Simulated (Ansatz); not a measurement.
# Li on Pd(111): change of the work function, part 5 of 5

Aim: the work function of Pd(111) at several coverages of Li (hcp site), and the dipole that each adsorbate carries.

Ansatz 0.2.0; plane-wave DFT, LDA, Ansatz PAW.

So far, work function, upper face (eV): step 2 (the clean slab) 5.63; step 5 (adsorbate added, k-mesh 6×6×1, coverage 0.5 ML) 2.51; step 6 (adsorbate added, k-mesh 12×12×1, coverage 1 ML) 3.47; step 8 (the slab at 0.25 ML, atoms frozen) 2.90; step 9 (the substrate of the 0.25 ML cell alone) 5.63.

### 10. The adsorbate layer of the 0.25 ML cell alone

System of this step: Li/Pd(111), adsorbate layer alone, atoms held. The cell holds 1 atom: 1 Li. Cell: a = 5.501 Å, b = 5.501 Å, c = 26.912 Å, α = 90.0°, β = 90.0°, γ = 60.0°. Vacuum lies along c.

The third part; a free layer of atoms may carry a moment, so spin is on.

The input, input.yaml:

```yaml
crystal:
  lattice:
    - [5.5012907577, 0.0, 0.0]
    - [2.7506453788, 4.7642575498, 0.0]
    - [0.0, 0.0, 26.9115317527]
  atoms:
    - { symbol: Li, position: [0.3333333333, 0.3333333333, 0.6503112593], spin: 1.0 }
magnetization:
  spin_polarized: true
kpoints:
  mp_grid: { grid: [6, 6, 1] }
hamiltonian:
  xc: lda
scf:
  occupations: { method: fermi_dirac, width: 0.1 }
  convergence: { dr2_threshold: 1.0e-08 }
efield:
  axis: 3
  dipole_correction: true
  ramp_position: 0.97
  ramp_width: 0.06
output:
  write_potential: true
  write_density: true
  volumetric_format: npy
```

Started as:

```console
ansatz run input.yaml --threads 4 --pin off --max-ram 12288MiB --backend cpu --events-out ev --progress --plain --runs-dir out
```

Numbers of over 12 decimals in the logs are rounded to 6 here.

The program printed:

```text
[...]
Crystal: 1 atoms, lattice volume = 705.340 Å³
Basis set: ecut = 420 eV, 13775 PW (Γ)
Bands: 6, of which v1, the nominal top of the filled ones, is band 2 counted from 1 (1 counted from 0)
Symmetry: 12 space group operations
k-points: 7 of 36
[...]
Starting moments: Σ|m| = 1 μB on 1 of 1 site
[...]
SCF iter   7: F=—  HF=-200.110620 eV  |F-HF|=—  |Δ(HF+E_count)|=   1.42e-2  Δρ=2.08e-3 (↑2.07e-3 ↓2.08e-3)  dr2=4.81e-7  dr2_m=2.78e-2  M=0.076 μB ∫|m|=0.076 μB  β_m=0.45  ethr=3.68e-8  p=0.000 e·Å  D=1.66e-7 V/Å  ΔV_dip=-0.00 eV  dr2_dipole=4.86e-13  V_vac-E_F(+/−)=3.05/3.05 eV  ⟨swp⟩=2.8  Hψ=133  notcnv=0
[...]
spin-set hold released at iteration 7 (site moments contracting): the magnetisation degrees of freedom join the quasi-Newton model from the next iteration; the mixer history was flushed
SCF iter   8: F=—  HF=-200.118902 eV  |F-HF|=—  |Δ(HF+E_count)|=   8.28e-3  Δρ=1.17e-3 (↑1.17e-3 ↓1.17e-3)  dr2=1.06e-6  dr2_m=8.82e-3  M=0.058 μB ∫|m|=0.058 μB  β_m=0.57  ethr=1.60e-8  p=0.000 e·Å  D=3.16e-7 V/Å  ΔV_dip=-0.00 eV  dr2_dipole=2.06e-14  V_vac-E_F(+/−)=3.05/3.05 eV  ⟨swp⟩=3.1  Hψ=131  notcnv=0  κ⁻¹=1.0e0(r=1)
density mixer auto → broyden: gapped, with few screened modes (density of states about μ 0.89 of a free-electron gas's, 8 screened modes)
SCF iter   9: F=—  HF=-200.125192 eV  |F-HF|=—  |Δ(HF+E_count)|=   6.29e-3  Δρ=5.67e-5 (↑5.67e-5 ↓5.43e-5)  dr2=9.15e-7  dr2_m=1.99e-5  M=0.024 μB ∫|m|=0.024 μB  β_m=1.20  ethr=1.60e-8  p=0.000 e·Å  D=3.86e-7 V/Å  ΔV_dip=-0.00 eV  dr2_dipole=4.56e-15  V_vac-E_F(+/−)=3.06/3.06 eV  ⟨swp⟩=3.8  Hψ=147  notcnv=0  κ⁻¹=1.3e-4(r=2)
[...]
SCF iter  17: F=-200.127385 eV  HF=-200.127385 eV  |F-HF|=1.06e-11  |Δ(HF+E_count)|=  6.36e-11  Δρ=8.00e-10 (↑4.91e-10 ↓8.00e-10)  dr2=3.83e-15  dr2_m=2.04e-15  M=-0.000 μB ∫|m|=0.000 μB  ethr=1.00e-12  p=0.000 e·Å  D=3.75e-7 V/Å  ΔV_dip=-0.00 eV  dr2_dipole=3.79e-20  V_vac-E_F(+/−)=3.06/3.06 eV  ⟨swp⟩=1.0  Hψ=240  notcnv=0
SCF 1 converged in 17 iterations: F = -200.127385 eV  dr2 = 3.83e-15
[...]
WARN: the starting moments were not kept: the SCF closed with an absolute magnetisation of 1.6e-7 μB, where they sum to 1 μB in size (1 site). That is at most 0.1 of that sum. Measured as dr2_m measures the in/out step, that magnetisation stands 1.0e-14 eV from none, at or under the dr2_threshold of 1.0e-8 eV: it is no larger than a step whose dr2_m would equal this threshold. The system may hold no moment; this SCF  [...]
this state was not tested for a lower state beside it, because the mixer in use, unlike msr1, does not test its closes by its own steps (another_mixer; see scf.mixing.algorithm and scf.lower_state_search)
SCF converged after 17 iterations
Magnetization: -0.0000 μB (1.5000 up, 1.5000 down)
Absolute magnetization: 0.0000 μB (∫|ρ↑−ρ↓|, with the PAW one-centre terms)
[...]
Per-site moments (μB) at R_I (Å): [(-8.582975770047948e-8, 2.269282)]
Free energy (F): -200.127385 eV
[...]
Internal energy: -200.091710 eV  (E = F + TS)
E sigma→0 (E₀):  -200.109547 eV
Entropy (-TS):   -0.035676 eV (-35.676 meV/atom)
Fermi energy:    -2.837779 eV
Dipole field:    D = 0.000000 V/Å  (p = 0.000001 e·Å, saw-weighted, corrected)
Work function:   Φ+ = 3.0597 eV   Φ− = 3.0597 eV
[...]
--- Band table (eV; the first three rows and the last of 14) ---
[...]
```

The job ended after 4.1 s (4 threads of Arm Neoverse V1, shared host; peak memory 0.69 GiB).

Numbers from this step:

| Property | Result |
| --- | --- |
| energy at zero smearing | -200.1095 eV |
| work function, upper face | 3.060 eV |
| dipole along the normal | 1.46e-6 e·Å |

At this spacing and smearing the free layer keeps no moment.

### 11. Density difference at 0.25 ML

This step: plane-wave DFT, LDA, Ansatz PAW; density difference on adsorption (Ansatz 0.2.0).

The densities of the parts are taken from that of the whole and averaged over planes; the first moment of what is left gives the step in the potential.

This step gave:

* largest charge moved: 0.009935 e/Å²
* potential step from the moved charge: -2.748 eV

The electron density difference oscillates, so the rows of the table below give means over windows of 1 Å about each position, cut where the curve ends. Its maxima inside the range that stand out by 2 % of the span (Å: e/Å³): 10.8: 4.6e-4, 11.7: 3.9e-4, 13.2: 0.00127, 13.8: 0.00208, 15.7: 0.00144, 16.6: 0.0170. Its minima: 11.2: -8.7e-4, 12.6: -3.5e-4, 13.5: -0.00195, 15.2: -0.00477, 16.0: -0.00652, 18.4: -0.00613.

Planar mean, whole system less its parts. Electron density difference against z; means over each step:

```
z (Å)  electron density difference (e/Å³)
    5                              1.1e-6
    6                              8.2e-6
    7                              2.7e-5
    8                             -3.0e-5
    9                             -3.5e-6
   10                             -6.3e-5
   11                             -5.9e-5
   12                              6.3e-5
   13                             -6.0e-6
   14                              2.1e-4
   15                            -0.00300
   16                             0.00166
   17                              0.0110
   18                            -0.00343
   19                            -0.00450
   20                            -0.00148
   21                             -3.2e-4
   22                             -5.5e-5
   23                             -8.4e-6
   24                             -1.2e-6
```

Planar mean, whole system less its parts. The electrons moved below z by z:

```
z (Å)  electrons moved below z (e/Å²)
    5                          4.5e-7
    6                          4.1e-6
    7                          2.4e-5
    8                          2.6e-5
    9                         -3.2e-6
   10                         -9.5e-5
   11                          9.7e-5
   12                          1.1e-5
   13                          4.6e-5
   14                          5.2e-4
   15                        -0.00144
   16                        -0.00426
   17                         0.00747
   18                         0.00883
   19                         0.00332
   20                          7.7e-4
   21                          1.4e-4
   22                          2.1e-5
   23                          2.8e-6
   24                          1.0e-7
```

### 12. Varying the input

This step: plane-wave DFT, LDA, Ansatz PAW (Ansatz 0.2.0).

System of this step: Li/Pd(111). The cell holds 5 atoms: 4 Pd and 1 Li. Its edges and angles: a = 2.751 Å, b = 2.751 Å, c = 26.912 Å, α = 90.0°, β = 90.0°, γ = 60.0°. Vacuum lies along c.

An input spoilt on purpose, to show how the run answers: it repeats the earlier run at 1 ML with efield.amplitude to 0 and efield.dipole_correction from true to false, and scf.max_iter set to 60.

The input, input.yaml:

```yaml
crystal:
  lattice:
    - [2.7506453788, 0.0, 0.0]
    - [1.3753226894, 2.3821287749, 0.0]
    - [0.0, 0.0, 26.9115317527]
  atoms:
    - { symbol: Pd, position: [0.0, 0.0, 0.3344291244] }
    - { symbol: Pd, position: [0.3333333333, 0.3333333333, 0.4178837775] }
    - { symbol: Pd, position: [0.6666666667, 0.6666666667, 0.4984841747] }
    - { symbol: Pd, position: [0.0, 0.0, 0.5797220388] }
    - { symbol: Li, position: [0.6666666667, 0.6666666667, 0.6655708756] }
kpoints:
  mp_grid: { grid: [12, 12, 1] }
hamiltonian:
  xc: lda
scf:
  occupations: { method: fermi_dirac, width: 0.1 }
  convergence: { dr2_threshold: 1.0e-08 }
  max_iter: 60
efield:
  axis: 3
  dipole_correction: false
  ramp_position: 0.97
  ramp_width: 0.06
  amplitude: 0
relax:
  f_tol: 0.02
  max_steps: 60
  constraints: [{ sites: [0, 1] }]
output:
  bader: true
  write_potential: true
  write_density: true
  volumetric_format: npy
```

The program printed:

```text
Error: invalid value for `efield.amplitude`: is zero with dipole_correction: false — the section would apply nothing; set a non-zero amplitude, enable dipole_correction, or remove the block
```

Wall time 0.03 s (4 threads); peak memory 0.031 GiB.

The program refused the input before any cycle.

The program's message: “Error: invalid value for `efield.amplitude`: is zero with dipole_correction: false — the section would apply nothing; set a non-zero amplitude, enable dipole_correction, or remove the block”

The fault put into the input: a field block that applies nothing.

### 13. The same run with other settings: relax.max_displacement = 0.5

System of this step: Pd(111). The cell holds 4 atoms: 4 Pd. Its edges and angles: a = 2.751 Å, b = 2.751 Å, c = 24.738 Å, α = 90.0°, β = 90.0°, γ = 60.0°. Vacuum lies along c.

Another changed input: it repeats the earlier run at 0 ML with relax.max_displacement to 0.5.

The input, input.yaml:

```yaml
crystal:
  lattice:
    - [2.7506453788, 0.0, 0.0]
    - [1.3753226894, 2.3821287749, 0.0]
    - [0.0, 0.0, 24.7376776414]
  atoms:
    - { symbol: Pd, position: [0.0, 0.0, 0.3638174986] }
    - { symbol: Pd, position: [0.3333333333, 0.3333333333, 0.4546058329] }
    - { symbol: Pd, position: [0.6666666667, 0.6666666667, 0.5453941671] }
    - { symbol: Pd, position: [0.0, 0.0, 0.6361825014] }
kpoints:
  mp_grid: { grid: [12, 12, 1] }
hamiltonian:
  xc: lda
scf:
  occupations: { method: fermi_dirac, width: 0.1 }
  convergence: { dr2_threshold: 1.0e-08 }
efield:
  axis: 3
  dipole_correction: true
  ramp_position: 0.97
  ramp_width: 0.06
relax:
  f_tol: 0.02
  max_steps: 60
  constraints: [{ sites: [0, 1] }]
  max_displacement: 0.5
output:
  write_potential: true
  write_density: true
  volumetric_format: npy
```

The program printed:

```text
[...]
Crystal: 4 atoms, lattice volume = 162.091 Å³
Basis set: ecut = 420 eV, 3173 PW (Γ)
Bands: 44, of which v1, the nominal top of the filled ones, is band 36 counted from 1 (35 counted from 0)
Symmetry: 6 space group operations
k-points: 19 of 144 (time reversal used)
[...]
SCF iter   1: F=—  HF=-27376.930488 eV  |F-HF|=—  |Δ(HF+E_count)|=         —  Δρ=1.40e-2  dr2=1.51e0  ethr=1.77e-3  p=0.000 e·Å  D=6.33e-14 V/Å  ΔV_dip=-0.00 eV  dr2_dipole=1.89e-8  V_vac-E_F(+/−)=5.11/5.11 eV  ⟨swp⟩=9.1  Hψ=3927  notcnv=0  defer=5
[...]
SCF iter  10: F=-27376.858571 eV  HF=-27376.858571 eV  |F-HF|=1.40e-9  |Δ(HF+E_count)|=   8.93e-8  Δρ=1.69e-6  dr2=7.87e-9  ethr=1.39e-11  p=0.000 e·Å  D=4.91e-8 V/Å  ΔV_dip=-0.00 eV  dr2_dipole=4.99e-13  V_vac-E_F(+/−)=5.66/5.66 eV  ⟨swp⟩=10.5  Hψ=5994  notcnv=0
SCF 1 converged in 10 iterations: F = -27376.858571 eV  dr2 = 7.87e-9
[...]
relax step   1: F+E_penalty+E_count = -27376.85857066 eV  Δ(F+E_penalty+E_count) = +0.000e0 eV  max|allowed force component| = 3.277e-1 eV/Å  Δτ_max = 0.0000 Å  (10 SCF iters, accepted)
[...]
SCF iter   1: F=—  HF=-27376.991338 eV  |F-HF|=—  |Δ(HF+E_count)|=         —  Δρ=1.93e-2  dr2=2.33e0  ethr=3.10e-3  p=-0.000 e·Å  D=-2.18e-8 V/Å  ΔV_dip=0.00 eV  dr2_dipole=6.14e-1  V_vac-E_F(+/−)=5.57/5.57 eV  ⟨swp⟩=5.3  Hψ=2483  notcnv=0  defer=9
[...]
SCF iter  13: F=-27376.878329 eV  HF=-27376.878329 eV  |F-HF|=3.91e-9  |Δ(HF+E_count)|=  4.66e-10  Δρ=1.16e-6  dr2=5.27e-9  ethr=1.39e-11  p=0.001 e·Å  D=1.21e-3 V/Å  ΔV_dip=-0.03 eV  dr2_dipole=1.41e-10  V_vac-E_F(+/−)=5.61/5.64 eV  ⟨swp⟩=7.9  Hψ=5719  notcnv=0
SCF 2 converged in 13 iterations: F = -27376.878329 eV  dr2 = 5.27e-9
[...]
relax step   2: F+E_penalty+E_count = -27376.87832937 eV  Δ(F+E_penalty+E_count) = -1.976e-2 eV  max|allowed force component| = 1.948e-1 eV/Å  Δτ_max = 0.1936 Å  (13 SCF iters, accepted)
SCF iter   1: F=—  HF=-27376.891675 eV  |F-HF|=—  |Δ(HF+E_count)|=         —  Δρ=4.55e-3  dr2=4.25e-2  ethr=2.72e-3  p=0.001 e·Å  D=1.21e-3 V/Å  ΔV_dip=-0.03 eV  dr2_dipole=3.11e-3  V_vac-E_F(+/−)=5.63/5.66 eV  ⟨swp⟩=3.8  Hψ=1773  notcnv=0  defer=21
[...]
SCF iter  12: F=-27376.884099 eV  HF=-27376.884099 eV  |F-HF|=6.44e-10  |Δ(HF+E_count)|=   1.17e-9  Δρ=4.19e-7  dr2=7.85e-10  ethr=1.39e-11  p=0.001 e·Å  D=8.28e-4 V/Å  ΔV_dip=-0.02 eV  dr2_dipole=9.85e-11  V_vac-E_F(+/−)=5.63/5.65 eV  ⟨swp⟩=8.7  Hψ=5060  notcnv=0
SCF 3 converged in 12 iterations: F = -27376.884099 eV  dr2 = 7.85e-10
relax step   3: F+E_penalty+E_count = -27376.88409863 eV  Δ(F+E_penalty+E_count) = -5.769e-3 eV  max|allowed force component| = 8.926e-3 eV/Å  Δτ_max = 0.0572 Å  (12 SCF iters, accepted)
[...]
SCF converged after 12 iterations
Free energy (F): -27376.884099 eV
[...]
Internal energy: -27376.611384 eV  (E = F + TS)
E sigma→0 (E₀):  -27376.747741 eV
Entropy (-TS):   -0.272715 eV (-68.179 meV/atom)
Fermi energy:    3.515176 eV
Dipole field:    D = 0.000843 V/Å  (p = 0.000755 e·Å, saw-weighted, corrected)
Work function:   Φ+ = 5.6283 eV   Φ− = 5.6491 eV
[...]
--- Forces (eV/Å), atoms counted from 1 ---
  atom   1  Pd     0.00000000    -0.00000000     0.32226414
  atom   2  Pd    -0.00000000    -0.00000000    -0.33274687
  atom   3  Pd    -0.00000000     0.00000000     0.00145405
  atom   4  Pd     0.00000000     0.00000000     0.00892583
  max |Σ_I F_I| component: 1.03e-4 eV/Å
--- Band table (eV; the first three rows and the last of 19) ---
  k-point 0: bands = [... 32 lower, 2.2293, 2.4801, 2.4801, 3.0537, 3.0537, 3.4590, 3.4590, 3.9037, ... 4 higher]
  k-point 1: bands = [... 32 lower, 2.1579, 2.5145, 2.5408, 2.7147, 3.0509, 3.1697, 3.4697, 4.5230, ... 4 higher]
  k-point 2: bands = [... 32 lower, 2.0790, 2.1243, 2.4739, 2.5396, 3.0440, 3.4961, 3.6644, 5.5191, ... 4 higher]
  k-point 18: bands = [... 32 lower, 2.9455, 3.2445, 3.2731, 3.2837, 9.6528, 9.8544, 9.8625, 10.6483, ... 4 higher]
--- Relaxed structure (3 steps of the walk, 3 accepted, 0 SCFs on fresh bases) ---
  F+E_penalty+E_count = -27376.88409863 eV   max|allowed force component| = 8.926e-3 eV/Å
  atoms:
    - { symbol: Pd, position: [0.0, 0.0, 0.3638174986] }
    - { symbol: Pd, position: [0.333333, 0.333333, 0.454606] }
    - { symbol: Pd, position: [0.666667, 0.666667, 0.542289] }
    - { symbol: Pd, position: [0, 0, 0.630666] }
```

The job ended after 13 s (4 threads; peak memory 0.47 GiB; 48 s of CPU time).

Relaxation path:

```
step  energy less that of the first step (eV)  largest force component (eV/Å)
   1                                   0.0000                          0.3277
   2                                  -0.0198                          0.1948
   3                                  -0.0255                          0.0089
```

Forces are held to the 6 operations that the run works with; a distortion that breaks them can't arise in this run.

The atoms that moved most (Å):

```
atom     dx     dy      dz  length
 Pd4  0.000  0.000  -0.136   0.136
 Pd3  0.000  0.000  -0.077   0.077
```

The relaxed structure:

```xyz
4
Lattice="2.7506 0.0000 0.0000 1.3753 2.3821 0.0000 0.0000 0.0000 24.7377" Properties=species:S:1:pos:R:3
Pd    0.0000    0.0000    9.0000
Pd    1.3753    0.7940   11.2459
Pd    2.7506    1.5881   13.4150
Pd    0.0000    0.0000   15.6012
```

Numbers from this step:

```
energy at zero smearing        : -27376.7477 eV
work function, upper face      : 5.628 eV
work function, lower face      : 5.649 eV
dipole along the normal        : 7.55e-4 e·Å
step between the vacuum levels : -0.02085 eV
```

```
                      quantity  this run  earlier run  difference
work function, upper face (eV)     5.628        5.628           0
work function, lower face (eV)     5.649        5.649           0
 dipole along the normal (e·Å)   7.55e-4      7.55e-4           0
```

Nothing in the table moves by 0.01 in its unit (for the dipole 0.5 % and 5e-5 e·Å).

### 14. What came out

```yaml
work_function_of_the_clean_face: 5.63 eV
work_function_at_0p11_ml: 4.11 eV
work_function_at_0p25_ml: 2.90 eV
work_function_at_0p5_ml: 2.51 eV
work_function_at_1_ml: 3.47 eV
dipole_per_adsorbate_at_0p11_ml_positive_end_outwards: 2.38 D
step_of_the_potential_from_the_moved_charge_at_0p25_ml_upper_less_lower_side_atoms_held: -2.75 eV
```

What this shows: Li lowers the work function of Pd(111) at the lowest coverage, by 1.51 eV: the adsorbate layer has its positive end outwards. The dipole per adsorbate falls from 2.38 to 0.37 D as the layer fills. Neighbouring dipoles depolarise each other, and heights and bonding change with coverage too. The work function passes a minimum near 0.5 ML among the coverages run and rises again. The slab has 4 layers, at the tabulated experimental lattice constant, one starting site was run, and quantum-size effects of a slab this thin can reach one or two tenths of an eV.

[Logs are printed without paths, hosts, clocks, repeated set-up lines and the standing remarks that a program may print on its own settings, such as how far it seeks lower states.]

[Hosts, paths, dates, database ids (printed as entryN), source tags and the programs' standing remarks are cut or masked in the printed files.]

[Maps of the electrostatic potential energy from Ansatz leave out the sawtooth potential of an applied field or a dipole correction, so their vacuum need not be flat; planar profiles and work functions include it.]
